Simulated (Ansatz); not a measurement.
**LiF (Griceite, Fm-3m): from the cell to its phonons**

Task: relax LiF (Griceite, Fm-3m), then find its harmonic phonons.

Method: DFT LDA, scalar-relativistic, plane waves, PAW, in Ansatz 0.2.0.

This is a report of a sequence of runs, with most program output left out.

## (1) The starting structure

The structure is cubic, space group Fm-3m (No. 225). Conventional cell: a = 4.028 Å, b = 4.028 Å, c = 4.028 Å, α = 90.00°, β = 90.00°, γ = 90.00°. Nearest to Li lie 6 F at 2.01 Å. Nearest to F lie 6 Li at 2.01 Å. Farther neighbours and most contacts between anions are not listed.

## (2) Bringing the structure to rest

The cell and atoms are relaxed, since residual forces and stress would shift the frequencies.

File input.yaml:

```yaml
crystal:
  lattice:
    - [0.0, 2.014, 2.014]
    - [2.014, 0.0, 2.014]
    - [2.014, 2.014, 0.0]
  atoms:
    - { symbol: Li, position: [0.0, 0.0, 0.0] }
    - { symbol: F, position: [0.5, 0.5, 0.5] }
kpoints:
  mp_grid: { grid: [10, 10, 10] }
hamiltonian:
  xc: lda
scf:
  occupations: { method: gaussian, width: 0.02 }
output:
  forces: true
  stress: true
  eigenvalues: true
  write_density: true
  write_potential: true
  elf: true
  volumetric_format: npy
relax:
  adjacent_minimum: "off"
  f_tol: 0.005
  max_steps: 80
  cell: { stress_tol: 0.05 }
```

On the command line:

```sh
$ ansatz run input.yaml --threads 4 --pin off --max-ram 7168MiB --backend cpu --events-out ev --progress --plain --runs-dir out
```

Wall time 2.1 s (4 threads of Arm Neoverse V1, shared host); peak memory 0.27 GiB.

Relaxation path:

| step | energy less that of the first step (eV) | largest force component (eV/Å) | pressure (GPa) | volume (Å³) |
| --- | --- | --- | --- | --- |
| 1 | 0.0000 | 0.0000 | -6.46 | 16.34 |
| 2 | -0.0180 | 0.0000 | -4.46 | 15.89 |
| 3 | -0.0361 | 0.0000 | 0.43 | 14.99 |
| 4 | -0.0357 | 0.0000 | -0.03 | 15.06 |
| 5* | -0.0304 | 0.0000 | -0.74 | 15.06 |
| 6 | -0.0315 | 0.0000 | 0.00 | 14.94 |
| 7* | -0.0307 | 0.0000 | -0.06 | 14.94 |
| 8 | -0.0308 | 0.0000 | 0.00 | 14.93 |
| 9* | -0.0306 | 0.0000 | -0.01 | 14.93 |

Relaxation steps marked * repeat the geometry before them on a plane-wave basis chosen anew for their cell, so energy and pressure can jump there.

The run keeps the 48 symmetry operations that it works with, so distortions that break them were not tested.

| conventional cell, symmetrised | before | after | change |
| --- | --- | --- | --- |
| a (Å) | 4.028 | 3.909 | -3.0 % |
| b (Å) | 4.028 | 3.909 | -3.0 % |
| c (Å) | 4.028 | 3.909 | -3.0 % |
| volume (Å³/atom) | 8.17 | 7.47 | -8.6 % |

The relaxed structure:

```xyz
2
Lattice="0.0000 1.9545 1.9545 1.9545 0.0000 1.9545 1.9545 1.9545 0.0000" Properties=species:S:1:pos:R:3 pbc="T T T"
Li    0.0000    0.0000    0.0000
F     1.9545    1.9545    1.9545
```

Numbers from this step:

```
pressure           : -0.006379 GPa
gap on the k-mesh  : 9.697 eV
volume per atom    : 7.466 Å³
direct gap on mesh : 9.697 eV
```

Electrostatic potential energy in the ac plane of the conventional cell at fractional y = 0.000, with atoms of Li and F within 0.2 Å of it. With pseudopotentials it is smooth inside the atoms' cores, unlike the true potential.

Values in eV, 14 rows by 14 columns, each cell a mean:
```
-27 -18  -5   5   3 -20 -37 -38 -32 -10   6   2 -10 -23
-13  -7   2   6   7  -4 -20 -25 -15   3   7   5  -2 -10
  1   4   6   7   8   7   3   1   5   8   8   7   5   2
  6   7   7   8   7   6   5   5   6   7   8   8   7   6
-14  -5   6   7   6   2  -5  -7  -2   4   7   8   3 -10
-36 -27  -5   7   4  -7 -18 -22 -14  -2   6   5 -15 -32
-40 -36 -14   6   1 -13 -27 -32 -22  -7   5   1 -25 -38
-38 -32 -10   6   2 -10 -23 -27 -18  -5   5   3 -20 -37
-25 -15   3   7   5  -2 -10 -13  -7   2   6   7  -4 -20
  1   5   8   8   7   5   2   1   4   6   7   8   7   3
  5   6   7   8   8   7   6   6   7   7   8   7   6   5
 -7  -2   4   7   8   3 -10 -14  -5   6   7   6   2  -5
-22 -14  -2   6   5 -15 -32 -36 -27  -5   7   4  -7 -18
-32 -22  -7   5   1 -25 -38 -40 -36 -14   6   1 -13 -27
```
Columns run along a (3.9 Å; values clipped at the 3rd and 97th percentile), rows up along c (3.9 Å), edges of the conventional cell, whose origin can differ from the input's. Atoms in or near the plane, at fractional coordinates: Li at (0.00, 0.00), Li at (0.50, 0.50), F at (0.50, 0.00), F at (0.00, 0.50).

Valence density in the ac plane of the conventional cell at fractional y = 0.000, with atoms of Li and F within 0.2 Å of it. It is the smooth field of the valence electrons, not physical close to the nuclei.

Ten even steps from '_' (0 e/Å³) to '@' (13 e/Å³), each cell a mean:
```
==..______::**##==..______--
____________::::..__________
____________________________
____________________________
..________________________..
++--________..::..______..==
@@++..______==**::______::##
##==..______--==..______::**
::..______________________::
____________________________
____________________________
____________....____________
::..______..==++--________..
**::______::##@@++..______==
```
Columns run along a (3.9 Å), rows up along c (3.9 Å), edges of the conventional cell, whose origin can differ from the input's. Atoms in or near the plane, at fractional coordinates: Li at (0.00, 0.00), Li at (0.50, 0.50), F at (0.50, 0.00), F at (0.00, 0.50).

ELF in the ac plane of the conventional cell at fractional y = 0.000, with atoms of Li and F within 0.2 Å of it. It is the smooth field of the valence electrons, not physical close to the nuclei.

Ten even steps from '0' (0.03) to '9' (0.97), each cell a mean:
```
96026876785028
31015788873002
00002567641000
54200122100135
87620001000478
77740167401687
57850399712786
67850289602687
88730023101578
76410000000256
21001355420012
10004788762000
74016877774016
97127865785039
```
Columns run along a (3.9 Å), rows up along c (3.9 Å), edges of the conventional cell, whose origin can differ from the input's. Atoms in or near the plane, at fractional coordinates: Li at (0.00, 0.00), Li at (0.50, 0.50), F at (0.50, 0.00), F at (0.00, 0.50).

In this step the volume went from 8.17 to 7.47 Å³/atom.

## (3) Relaxation

The relaxation is repeated from its end on the same settings, as a check that it has come to rest.

Edit input.yaml of step 2 so:

```diff
@@ -2,5 +2,5 @@
   lattice:
-    - [0.0, 2.014, 2.014]
-    - [2.014, 0.0, 2.014]
-    - [2.014, 2.014, 0.0]
+    - [0.0, 1.9544544205, 1.9544544205]
+    - [1.9544544205, 0.0, 1.9544544205]
+    - [1.9544544205, 1.9544544205, 0.0]
   atoms:
```

Run time: 0.54 s. Hardware: 4 threads; peak memory 0.26 GiB; 1.5 s of CPU time.

Little changed from the start: no atom moved by 0.005 Å and no cell edge by 0.1 %.

Numbers from this step:

```
pressure : -0.006385 GPa
```

In this step the volume went from 7.47 to 7.47 Å³/atom.

## (4) Relaxing to small forces for the phonons

Phonons need a cell at rest on their own settings, so the relaxation is repeated with tight tolerances on forces and stress on the k mesh and occupations of the first response run.

input.yaml, the sections that differ from step 3:

```yaml
kpoints:
  mp_grid: { grid: [12, 12, 12] }
scf:
  occupations: { method: fixed }
output:
  forces: true
  stress: true
  eigenvalues: true
relax:
  adjacent_minimum: "off"
  f_tol: 0.001
  max_steps: 60
  cell: { stress_tol: 0.01 }
# crystal, hamiltonian: as in step 3
```

It took 0.62 s on 4 threads; peak memory 0.26 GiB; 1.8 s of CPU time.

Little changed from the start: no atom moved by 0.005 Å and no cell edge by 0.1 %.

This step gave:

```
pressure : -0.005168 GPa
```

The forces vanish by symmetry and the pressure is -0.005 GPa, within the tolerances set. The cell now holds 7.47 Å³/atom.

## (5) Zone-centre response

The zone centre comes first: it holds the modes that light can see, as far as symmetry allows. The response to a homogeneous field gives the Born charges and the dielectric tensor.

input.yaml, the sections that differ from step 4:

```yaml
output:
  eigenvalues: true
phonons:
  method: dfpt
  dielectric: true
  rigid_motions: translations
# crystal, kpoints, hamiltonian, scf: as in step 4
# relax: removed
```

Elapsed: 4 s, on 4 threads; peak memory 0.34 GiB.

Numbers from this step:

```
sum-rule residual before enforcement                    : 8.12e-5 eV/Å²
miss of the charge sum rule                             : 8.12e-7 e
point group                                             : m-3m
highest optical mode at the zone centre (no LO-TO term) : 339.2 cm⁻¹
lowest optical zone-centre mode                         : 339.2 cm⁻¹
mean high-frequency dielectric constant                 : 2.118
largest Born charge (third of the trace)                : 1.040 e
mean static dielectric constant                         : 8.219
top of the zone-centre spectrum with the field          : 668.2 cm⁻¹
```

Without the LO-TO term. Patterns of degenerate modes are one choice out of their space. The modes at Γ (shares of kinetic energy by element, %):

| mode | frequency (cm⁻¹) | symmetry | Li % | F % |
| --- | --- | --- | --- | --- |
| 1 | 0.0 | acoustic | 27 | 73 |
| 2 | 0.0 | acoustic | 27 | 73 |
| 3 | 0.0 | acoustic | 27 | 73 |
| 4 | 339.2 | T1u | 73 | 27 |
| 5 | 339.2 | T1u | 73 | 27 |
| 6 | 339.2 | T1u | 73 | 27 |

Displacements in mode 6 (339.2 cm⁻¹), the largest set to 1:
```
Li1  0.00  1.00  0.00
F2   0.00 -0.37  0.00
```

Optical modes at the zone centre, without and with the macroscopic field of the longitudinal modes; each column is sorted by frequency, so a row need not hold one and the same mode. Modes with and without the field, by row:

| rank among optical modes | no field (cm⁻¹) | q along (1, 0, 0) (cm⁻¹) |
| --- | --- | --- |
| 1 | 339.2 | 339.2 |
| 2 | 339.2 | 339.2 |
| 3 | 339.2 | 668.2 |

Born charge (rows field, columns displacement) (e), principal values of the symmetric part by kind of site:

| atom | atoms with these values | low | middle | high | mean |
| --- | --- | --- | --- | --- | --- |
| Li1 | 1 | 1.04 | 1.04 | 1.04 | 1.04 |
| F2 | 1 | -1.04 | -1.04 | -1.04 | -1.04 |

In full for Li1:

```
1.04 0.00 0.00
0.00 1.04 0.00
0.00 0.00 1.04
```

High-frequency dielectric tensor:

```
2.12 0.00 0.00
0.00 2.12 0.00
0.00 0.00 2.12
```

Static dielectric tensor (ions relaxed, fixed cell):

```
8.22 0.00 0.00
0.00 8.22 0.00
0.00 0.00 8.22
```

Transverse modes. Infrared lines, with heights relative to the strongest:

| position (cm⁻¹) | label | relative intensity |
| --- | --- | --- |
| 339 | T1u | 100 |

Before it was imposed, the acoustic sum rule was missed by 8.1e-5 eV/Å² and the charge sum rule by 8.1e-7 e. Small misses are needed for a sound result but don't prove that mesh and cutoff are converged. The lowest optical mode is real, 339 cm⁻¹.

## (6) The dispersion

Stability and thermal properties need the whole zone. Linear response on a 4×4×4 q mesh gives force constants as far as a supercell of that size would, and the tensors from the zone-centre run are typed in so that the long-range dipole term is interpolated apart.

input.yaml, the sections that differ from step 5:

```yaml
phonons:
  method: dfpt
  qmesh: [4, 4, 4]
  temperatures: { t_max: 1000, t_step: 50 }
  qpath:
    path:
      - [[0.0, 0.0, 0.0], [0.5, 0.0, 0.5], [0.625, 0.25, 0.625]]
      - [[0.375, 0.375, 0.75], [0.0, 0.0, 0.0], [0.5, 0.5, 0.5], [0.5, 0.25, 0.75], [0.5, 0.0, 0.5]]
    npoints: 10
  non_analytic_term:
    high_frequency_dielectric_tensor: [[2.1182, 0.0, 0.0], [0.0, 2.1182, 0.0], [0.0, 0.0, 2.1182]]
    born_effective_charges:
      - { species: Li, tensor: [[1.0405, 0.0, 0.0], [0.0, 1.0405, 0.0], [0.0, 0.0, 1.0405]] }
      - { species: F, tensor: [[-1.0405, 0.0, 0.0], [0.0, -1.0405, 0.0], [0.0, 0.0, -1.0405]] }
    source: "zone-centre run at this cell"
# crystal, kpoints, hamiltonian, scf, output: as in step 5
```

It took 37 s on 4 threads; peak memory 0.81 GiB.

Numbers from this step:

```
sum-rule residual before enforcement                    : 7.30e-5 eV/Å²
lowest frequency on the path                            : 0 cm⁻¹
highest frequency on the path or at a solved wavevector : 668.1 cm⁻¹
mean frequency                                          : 347.2 cm⁻¹
Debye temperature (second moment)                       : 679 K
logarithmic mean frequency                              : 328 cm⁻¹
lowest mode on the q mesh (acoustic modes at Γ apart)   : 154.1 cm⁻¹
zero-point energy per atom                              : 64.57 meV
heat capacity at 300 K                                  : 19.71 J/(mol atoms K)
vibrational entropy at 300 K                            : 16.53 J/(mol atoms K)
```

Frequencies (cm⁻¹) solved at each irreducible wavevector; negative means imaginary. Frequencies by wavevector, by row:

| q in reciprocal lattice units | star | mode 1 | mode 2 | mode 3 | mode 4 | mode 5 | mode 6 |
| --- | --- | --- | --- | --- | --- | --- | --- |
| 0 0 0 | 1 | 0 | 0 | 0 | 339.2 | 339.2 | 339.2 |
| 0 0 0.25 | 8 | 154.1 | 154.1 | 269.1 | 333.1 | 333.1 | 651.4 |
| 0 0 -0.5 | 4 | 230.9 | 230.9 | 316.9 | 316.9 | 397.9 | 624.9 |
| 0 0.25 0.25 | 6 | 183.3 | 183.3 | 279.1 | 357.9 | 357.9 | 577.9 |
| 0 0.25 -0.5 | 24 | 241.1 | 288.4 | 349.1 | 360.6 | 379.6 | 528.4 |
| 0 0.25 -0.25 | 12 | 226.3 | 277.9 | 319.9 | 338 | 388.9 | 566.1 |
| 0 -0.5 -0.5 | 3 | 253.1 | 253.1 | 376 | 376.3 | 376.3 | 481.9 |
| 0.25 -0.5 -0.25 | 6 | 289.5 | 333.5 | 333.5 | 396.6 | 425.1 | 425.1 |

Interpolated from a 4×4×4 q mesh, with the LO-TO term (at Γ the limit along the path; where Γ stands inside the path, tables give the limit on arrival). The phonon branches at the labelled points (cm⁻¹):

| point | branch 1 | branch 2 | branch 3 | branch 4 | branch 5 | branch 6 |
| --- | --- | --- | --- | --- | --- | --- |
| Γ | 0 | 0 | 0 | 339 | 339 | 668 |
| halfway | 183 | 183 | 279 | 358 | 358 | 578 |
| X | 253 | 253 | 376 | 376 | 376 | 482 |
| halfway | 253 | 278 | 371 | 371 | 395 | 474 |
| U | 254 | 325 | 355 | 356 | 443 | 450 |
| jump to K | 254 | 325 | 355 | 356 | 443 | 450 |
| halfway | 183 | 215 | 292 | 317 | 372 | 614 |
| Γ | 0 | 0 | 0 | 339 | 339 | 668 |
| halfway | 154 | 154 | 269 | 333 | 333 | 651 |
| L | 231 | 231 | 317 | 317 | 398 | 625 |
| halfway | 251 | 287 | 339 | 374 | 376 | 543 |
| W | 290 | 334 | 334 | 397 | 425 | 425 |
| halfway | 272 | 282 | 366 | 387 | 390 | 466 |
| X | 253 | 253 | 376 | 376 | 376 | 482 |

Tetrahedra on a 28×28×28 mesh, mean over bins of 10 cm-1. Interpolated from a 4×4×4 q mesh. Table of phonon density of states by wavenumber; read off at these points:

| wavenumber (cm⁻¹) | phonon density of states (1/cm⁻¹/cell) |
| --- | --- |
| 5 | 0 |
| 35 | 1.2e-4 |
| 65 | 4.7e-4 |
| 95 | 0.00109 |
| 135 | 0.0025 |
| 165 | 0.00425 |
| 195 | 0.00722 |
| 225 | 0.0145 |
| 255 | 0.0253 |
| 285 | 0.0113 |
| 315 | 0.0149 |
| 355 | 0.0467 |
| 385 | 0.0193 |
| 415 | 0.00588 |
| 445 | 0.00112 |
| 475 | 0.00553 |
| 485 | 0.00565 |
| 505 | 0.00479 |
| 535 | 0.00482 |
| 575 | 0.00508 |
| 605 | 0.00537 |
| 635 | 0.00397 |
| 665 | 9.2e-4 |

Phonopy on the run's constants, 21x21x21 mesh, Gaussian sigma 5.1 cm-1. Interpolated from a 4×4×4 q mesh. Partial phonon density of states against wavenumber; read off at these points; values in 1/cm⁻¹/cell:

| wavenumber (cm⁻¹) | F | Li |
| --- | --- | --- |
| 0.0 | 2.0e-5 | 1.0e-5 |
| 25.0 | 3.6e-5 | 1.7e-5 |
| 50.0 | 1.7e-4 | 6.0e-5 |
| 75.0 | 3.3e-4 | 1.2e-4 |
| 100.0 | 9.3e-4 | 3.1e-4 |
| 125.0 | 0.00143 | 4.5e-4 |
| 150.0 | 0.00260 | 7.6e-4 |
| 175.0 | 0.00397 | 0.00104 |
| 200.0 | 0.00628 | 0.00133 |
| 225.0 | 0.0131 | 0.00170 |
| 250.0 | 0.0224 | 0.00201 |
| 275.0 | 0.0124 | 0.00101 |
| 300.0 | 0.0097 | 8.1e-4 |
| 325.0 | 0.0106 | 0.0220 |
| 350.0 | 0.0197 | 0.0237 |
| 354.9 | 0.0222 | 0.0243 |
| 359.3 | 0.0228 | 0.0241 |
| 375.0 | 0.0114 | 0.0189 |
| 400.0 | 0.00109 | 0.00858 |
| 425.0 | 2.5e-5 | 0.00328 |
| 450.0 | 1.0e-5 | 0.00204 |
| 475.0 | 1.2e-4 | 0.00538 |
| 500.0 | 2.2e-4 | 0.00479 |
| 525.0 | 3.0e-4 | 0.00473 |
| 550.0 | 3.9e-4 | 0.00491 |
| 575.0 | 4.8e-4 | 0.00493 |
| 600.0 | 5.9e-4 | 0.00477 |
| 625.0 | 7.0e-4 | 0.00436 |
| 650.0 | 6.1e-4 | 0.00216 |
| 675.0 | 2.3e-5 | 5.8e-5 |

(Continued in part 2 of 2.)

[Logs are printed without paths, hosts, clocks, repeated set-up lines and the standing remarks that a program may print on its own settings, such as how far it seeks lower states.]

[Hosts, paths, dates, database ids (printed as entryN), source tags and the programs' standing remarks are cut or masked in the printed files.]
